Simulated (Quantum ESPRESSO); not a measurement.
**NaMnCl3: parallel and opposed starts**

A self-consistent run ends on one state, which hangs on the start. Several orders of NaMnCl3 are started in Quantum ESPRESSO and their energies compared.

Main program and level: Quantum ESPRESSO 7.5; LDA; plane waves with GBRV 1.5 LDA potentials, no spin-orbit coupling.

## Step 1: Set-up

The structure is trigonal, space group R-3 (No. 148). The conventional cell has a = 6.591 Å, b = 6.591 Å, c = 18.627 Å, α = 90.00°, β = 90.00°, γ = 120.00°. Nearest to Na lie 6 Cl at 2.72 to 2.90 Å. Nearest to Mn lie 6 Cl at 2.52 to 2.59 Å. Nearest to Cl lie 2 Mn at 2.52 to 2.59 Å and 2 Na at 2.72 to 2.90 Å. Farther neighbours and most contacts between anions are not listed.

Structure file:

```cif
data_structure
_symmetry_space_group_name_H-M 'P 1'
_symmetry_Int_Tables_number 1
_cell_length_a 7.2823
_cell_length_b 7.2823
_cell_length_c 7.2823
_cell_angle_alpha 53.813
_cell_angle_beta 53.813
_cell_angle_gamma 53.813
_cell_volume 233.59
loop_
_atom_site_label
_atom_site_type_symbol
_atom_site_fract_x
_atom_site_fract_y
_atom_site_fract_z
_atom_site_occupancy
Na1 Na 0.14490 0.14490 0.14490 1
Na2 Na 0.85510 0.85510 0.85510 1
Mn3 Mn 0.34070 0.34070 0.34070 1
Mn4 Mn 0.65930 0.65930 0.65930 1
Cl5 Cl 0.44900 0.71690 0.06720 1
Cl6 Cl 0.06720 0.44900 0.71690 1
Cl7 Cl 0.71690 0.06720 0.44900 1
Cl8 Cl 0.55100 0.28310 0.93280 1
Cl9 Cl 0.93280 0.55100 0.28310 1
Cl10 Cl 0.28310 0.93280 0.55100 1
```

The cell comes from the Crystallography Open Database.

## Step 2: Run 1 (ferro ++)

The signs are those of the starting moments on the seeded atoms, the atoms that are given a moment.

File pw.in:

```
&CONTROL
  calculation = 'scf'
  prefix = 'pwscf'
  outdir = './tmp'
  pseudo_dir = './pseudo'
  disk_io = 'nowf'
/
&SYSTEM
  ibrav = 0
  nat = 10
  ntyp = 3
  ecutwfc = 40
  ecutrho = 280
  nbnd = 64
  occupations = 'smearing'
  smearing = 'fd'
  degauss = 0.00367493
  nspin = 2
  starting_magnetization(1) = 0
  starting_magnetization(2) = 0.3
  starting_magnetization(3) = 0
/
&ELECTRONS
  conv_thr = 2d-08
  electron_maxstep = 150
  mixing_beta = 0.3
/
ATOMIC_SPECIES
Na     22.9898 na_lda_v1.5.uspp.F.UPF
Mn     54.9380 mn_lda_v1.5.uspp.F.UPF
Cl     35.4500 cl_lda_v1.4.uspp.F.UPF
CELL_PARAMETERS angstrom
   3.2955000000    1.9026578121    6.2090000000
  -3.2955000000    1.9026578121    6.2090000000
   0.0000000000   -3.8053156242    6.2090000000
ATOMIC_POSITIONS crystal
Na      0.1449000000    0.1449000000    0.1449000000
Na      0.8551000000    0.8551000000    0.8551000000
Mn      0.3407000000    0.3407000000    0.3407000000
Mn      0.6593000000    0.6593000000    0.6593000000
Cl      0.4490000000    0.7169000000    0.0672000000
Cl      0.0672000000    0.4490000000    0.7169000000
Cl      0.7169000000    0.0672000000    0.4490000000
Cl      0.5510000000    0.2831000000    0.9328000000
Cl      0.9328000000    0.5510000000    0.2831000000
Cl      0.2831000000    0.9328000000    0.5510000000
K_POINTS automatic
4 4 4 0 0 0
```

Command:

```console
$ OMP_NUM_THREADS=1 mpirun -n 4 pw.x -nk 4 -in pw.in > pw.out
```

What it wrote:

```text
Program PWSCF v.7.5 starts

     Message from routine setup:
     using ibrav=0 with symmetry is DISCOURAGED, use correct ibrav instead

     K-points division:     npool     =       4
     Subspace diagonalization in iterative solution of the eigenvalue problem:

     G-vector sticks info
     --------------------
     sticks:   dense  smooth     PW     G-vecs:    dense   smooth      PW
     Sum        3409    1945    555               124791    53855    8311

     Using Slab Decomposition

     bravais-lattice index     =            0
     lattice parameter (alat)  =      13.7616  a.u.
     unit-cell volume          =    1576.3459 (a.u.)^3
     number of atoms/cell      =           10
     number of atomic types    =            3
     number of electrons       =        90.00
     number of Kohn-Sham states=           64
     kinetic-energy cutoff     =      40.0000  Ry
     charge density cutoff     =     280.0000  Ry
     scf convergence threshold =      2.0E-08
     mixing beta               =       0.3000
     number of iterations used =            8  plain     mixing
     Exchange-correlation=  SLA  PZ   NOGX NOGC
                           (   1   1   0   0   0   0   0)

     celldm(1)=  13.761580  celldm(2)=   0.000000  celldm(3)=   0.000000
     celldm(4)=   0.000000  celldm(5)=   0.000000  celldm(6)=   0.000000

     crystal axes: (cart. coord. in units of alat)
               a(1) = (   0.452535   0.261271   0.852614 )
               a(2) = (  -0.452535   0.261271   0.852614 )
               a(3) = (   0.000000  -0.522542   0.852614 )

     reciprocal axes: (cart. coord. in units 2 pi/alat)
               b(1) = (  1.104888  0.637907  0.390955 )
               b(2) = ( -1.104888  0.637907  0.390955 )
               b(3) = ( -0.000000 -1.275814  0.390955 )

     PseudoPot. # 1 for Na read from file:
     na_lda_v1.5.uspp.F.UPF
     Pseudo is Ultrasoft, Zval =  9.0
     Generated by new atomic code, or converted to UPF format
     Using radial grid of  819 points,  5 beta functions with:
                l(1) =   0
                l(2) =   0
                l(3) =   1
                l(4) =   1
                l(5) =   2
     Q(r) pseudized with  8 coefficients,  rinner =    1.250   1.250   1.250
                                                       1.250   1.250

     PseudoPot. # 2 for Mn read from file:
     mn_lda_v1.5.uspp.F.UPF
     Pseudo is Ultrasoft + core correction, Zval = 15.0
     Generated by new atomic code, or converted to UPF format
     Using radial grid of  859 points,  6 beta functions with:
                l(1) =   0
                l(2) =   0
                l(3) =   1
                l(4) =   1
                l(5) =   2
                l(6) =   2
     Q(r) pseudized with  8 coefficients,  rinner =    0.950   0.950   0.950
                                                       0.950   0.950

     PseudoPot. # 3 for Cl read from file:
     cl_lda_v1.4.uspp.F.UPF
     Pseudo is Ultrasoft + core correction, Zval =  7.0
     Generated by new atomic code, or converted to UPF format
     Using radial grid of  909 points,  6 beta functions with:
                l(1) =   0
                l(2) =   0
                l(3) =   1
                l(4) =   1
                l(5) =   2
                l(6) =   2
     Q(r) pseudized with  8 coefficients,  rinner =    1.300   1.300   1.300
                                                       1.300   1.300

     atomic species   valence    mass     pseudopotential
     Na                9.00    22.98980     Na( 1.00)
     Mn               15.00    54.93800     Mn( 1.00)
     Cl                7.00    35.45000     Cl( 1.00)

     Starting magnetic structure
     atomic species   magnetization
     Na              0.000
     Mn              0.300
     Cl              0.000

      6 Sym. Ops., with inversion, found

   Cartesian axes

     site n.     atom                  positions (alat units)
         1        Na     tau(   1) = (  -0.0000000   0.0000000   0.3706311  )
         2        Na     tau(   2) = (  -0.0000000   0.0000000   2.1872095  )
         3        Mn     tau(   3) = (   0.0000000   0.0000000   0.8714563  )
         4        Mn     tau(   4) = (  -0.0000000  -0.0000000   1.6863843  )
         5        Cl     tau(   5) = (  -0.1212340   0.2695011   1.0513577  )
         6        Cl     tau(   6) = (  -0.1727777  -0.2397423   1.0513577  )
         7        Cl     tau(   7) = (   0.2940118  -0.0297588   1.0513577  )
         8        Cl     tau(   8) = (   0.1212340  -0.2695011   1.5064828  )
         9        Cl     tau(   9) = (   0.1727777   0.2397423   1.5064828  )
        10        Cl     tau(  10) = (  -0.2940118   0.0297588   1.5064828  )

     number of k points=    14  Fermi-Dirac smearing, width (Ry)=  0.0037
                       cart. coord. in units 2pi/alat
        k(    1) = (   0.0000000   0.0000000   0.0000000), wk =   0.0156250
        k(    2) = (  -0.0000000  -0.3189536   0.0977387), wk =   0.0937500
        k(    3) = (   0.0000000   0.6379072  -0.1954774), wk =   0.0468750
        k(    4) = (  -0.2762219  -0.1594768   0.1954774), wk =   0.0937500
        k(    5) = (  -0.2762219   0.7973840  -0.0977387), wk =   0.0937500
        [... 9 further k-points ...]

     Dense  grid:   124791 G-vectors     FFT dimensions: (  75,  75,  75)

     Smooth grid:    53855 G-vectors     FFT dimensions: (  60,  60,  60)

     Check: negative core charge=   -0.000017
     Generating pointlists ...
     new r_m :   0.1540 (alat units)  2.1192 (a.u.) for type    1
     new r_m :   0.1427 (alat units)  1.9639 (a.u.) for type    2
     new r_m :   0.1427 (alat units)  1.9639 (a.u.) for type    3

     Initial potential from superposition of free atoms

     starting charge      88.9888, renormalised to      90.0000

     negative rho (up, down):  4.456E-02 4.490E-02
     Starting wfcs are   60 randomized atomic wfcs +    4 random wfcs

     Self-consistent Calculation

     iteration #  1     ecut=    40.00 Ry     beta= 0.30
     Davidson diagonalization with overlap
     ethr =  1.00E-02,  avg # of iterations =  5.9

     Threshold (ethr) on eigenvalues was too large:
     Diagonalizing with lowered threshold

     Davidson diagonalization with overlap
     ethr =  3.26E-04,  avg # of iterations =  7.2

     negative rho (up, down):  4.462E-02 4.465E-02

     total energy              =    -813.23289619 Ry
     estimated scf accuracy    <       0.30014274 Ry

     total magnetization       =    10.00 Bohr mag/cell
     absolute magnetization    =    10.00 Bohr mag/cell

     iteration #  2     ecut=    40.00 Ry     beta= 0.30
     Davidson diagonalization with overlap
     ethr =  3.33E-04,  avg # of iterations =  2.0

     negative rho (up, down):  4.427E-02 4.397E-02

     total energy              =    -813.25396593 Ry
     estimated scf accuracy    <       0.06029425 Ry

     total magnetization       =    10.00 Bohr mag/cell
     absolute magnetization    =    10.00 Bohr mag/cell

     iteration #  3     ecut=    40.00 Ry     beta= 0.30
     Davidson diagonalization with overlap
     ethr =  6.70E-05,  avg # of iterations =  6.5

     negative rho (up, down):  4.384E-02 4.328E-02

     total energy              =    -813.26161650 Ry
     estimated scf accuracy    <       0.01486435 Ry

     total magnetization       =    10.00 Bohr mag/cell
     absolute magnetization    =    10.00 Bohr mag/cell

     [... further iterations left out ...]

     iteration #  7     ecut=    40.00 Ry     beta= 0.30
     Davidson diagonalization with overlap
     ethr =  1.50E-08,  avg # of iterations =  4.4

     negative rho (up, down):  4.327E-02 4.236E-02

     total energy              =    -813.26353339 Ry
     estimated scf accuracy    <       0.00000253 Ry

     total magnetization       =    10.00 Bohr mag/cell
     absolute magnetization    =    10.00 Bohr mag/cell

     iteration #  8     ecut=    40.00 Ry     beta= 0.30
     Davidson diagonalization with overlap
     ethr =  2.81E-09,  avg # of iterations =  2.1

     negative rho (up, down):  4.326E-02 4.233E-02

     total energy              =    -813.26353390 Ry
     estimated scf accuracy    <       0.00000044 Ry

     total magnetization       =    10.00 Bohr mag/cell
     absolute magnetization    =    10.00 Bohr mag/cell

     iteration #  9     ecut=    40.00 Ry     beta= 0.30
     Davidson diagonalization with overlap
     ethr =  4.86E-10,  avg # of iterations =  2.8

     negative rho (up, down):  4.325E-02 4.232E-02

     total energy              =    -813.26353402 Ry
     estimated scf accuracy    <       0.00000008 Ry

     total magnetization       =    10.00 Bohr mag/cell
     absolute magnetization    =    10.00 Bohr mag/cell

     iteration # 10     ecut=    40.00 Ry     beta= 0.30
     Davidson diagonalization with overlap
     ethr =  9.40E-11,  avg # of iterations =  3.1

     negative rho (up, down):  4.325E-02 4.231E-02

     Magnetic moment per site  (integrated on atomic sphere of radius R)
     atom   1 (R=0.154)  charge=  8.1044  magn=  0.0061
     atom   2 (R=0.154)  charge=  8.1044  magn=  0.0061
     atom   3 (R=0.143)  charge= 13.0330  magn=  4.3264
     atom   4 (R=0.143)  charge= 13.0330  magn=  4.3264
     atom   5 (R=0.143)  charge=  5.5256  magn=  0.0813
     atom   6 (R=0.143)  charge=  5.5256  magn=  0.0813
     atom   7 (R=0.143)  charge=  5.5256  magn=  0.0813
     atom   8 (R=0.143)  charge=  5.5256  magn=  0.0813
     atom   9 (R=0.143)  charge=  5.5256  magn=  0.0813
     atom  10 (R=0.143)  charge=  5.5256  magn=  0.0813

     End of self-consistent calculation

     [... lines left out ...]
     the Fermi energy is     4.4153 ev

!    total energy              =    -813.26353406 Ry
     estimated scf accuracy    <          8.6E-09 Ry
     smearing contrib. (-TS)   =      -0.00000000 Ry
     internal energy E=F+TS    =    -813.26353406 Ry

     The total energy is F=E-TS. E is the sum of the following terms:
     one-electron contribution =    -558.70196379 Ry
     hartree contribution      =     303.29452351 Ry
     xc contribution           =    -137.09411473 Ry
     ewald contribution        =    -420.76197905 Ry

     total magnetization       =    10.00 Bohr mag/cell
     absolute magnetization    =    10.00 Bohr mag/cell

     convergence has been achieved in  10 iterations

=------------------------------------------------------------------------------=
   JOB DONE.
=------------------------------------------------------------------------------=
```

The job ended after 87 s (4 MPI ranks of Intel Xeon Platinum 8488C (Sapphire Rapids), shared host; peak memory 1.2 GiB).

Spin moment in the atom's sphere by atom:

| atom | spin moment in the atom's sphere (μB) |
| --- | --- |
| Na1 | 0.01 |
| Na2 | 0.01 |
| Mn3 | 4.33 |
| Mn4 | 4.33 |
| Cl5 | 0.08 |
| Cl6 | 0.08 |
| Cl7 | 0.08 |
| Cl8 | 0.08 |
| Cl9 | 0.08 |
| Cl10 | 0.08 |

This step gave:

```yaml
smearing_term_ts: 7.06e-9 eV
magnetization: 10 μB
absolute_magnetization: 10.00 μB
final_state: ferromagnetic
```

(Part 1 of 2 ends here.)

[Logs and program files are shortened in this print: banners, set-up blocks, solver, clock and traceback lines can be left out without a mark of their own.]

[Logs are printed without paths, hosts, clocks, repeated set-up lines and the standing remarks that a program may print on its own settings, such as how far it seeks lower states.]

[Hosts, paths, dates, database ids (printed as entryN), source tags and the programs' standing remarks are cut or masked in the printed files.]

[Where a cell is said to come from a database of computed structures, the database is the Materials Project.]
